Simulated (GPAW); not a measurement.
# Polarising honeycomb SbBi monolayer with a field along the normal

The dipole of the cell at several fields, atoms fixed. What does the strongest field give, and what length does the slope stand for?

How it was computed: GPAW 26.7.0, plane waves (400 eV), PAW setups, PBE, 9×9 mesh, a dipole layer in the vacuum; geometry relaxed without an applied field with GPAW. The cell's area is 15.51 Å², and e/ε0 = 180.95 V Å.

Results, with one row withheld:

```
field (V/Å)  dipole (e Å)
       −0.2       −0.1271
       −0.1       −0.0874
      −0.05       −0.0675
       0.05       −0.0277
        0.1       −0.0078
        0.2        0.0322
        0.3             ?
```

Q: What is the dipole at 0.3 V/Å?

A: A line through the 6 points has the slope α = 0.398 e Å per V/Å and the intercept p₀ = −0.0476 e Å (r.m.s. residual 7.2e−05). At 0.3 V/Å it gives p = −0.0476 + 0.398 × 0.3 = 0.0719 e Å; the run gives 0.0723 e Å, so the response stays linear to 0.3 % of the induced part. Dividing by ε0 and the area: α/(ε0 A) = 0.398 × 180.95 / 15.51 = 4.65 Å, against 1.68 Å between the outer nuclei. For a gapped layer this length is t(1 − 1/ε), so it fixes ε only once a thickness t is chosen.

Caveats: This is the electronic response alone; ions that move would add to it in polar layers. No run was spin-polarised, so magnetic states weren't tested. Spin-orbit coupling is left out, which matters for the heavier atoms here. Layers with unlike faces were relaxed with their cell in a fully periodic cell without the dipole layer, so their atoms felt a small spurious field.

[Logs are printed without paths, hosts, clocks, repeated set-up lines and the standing remarks that a program may print on its own settings, such as how far it seeks lower states.]
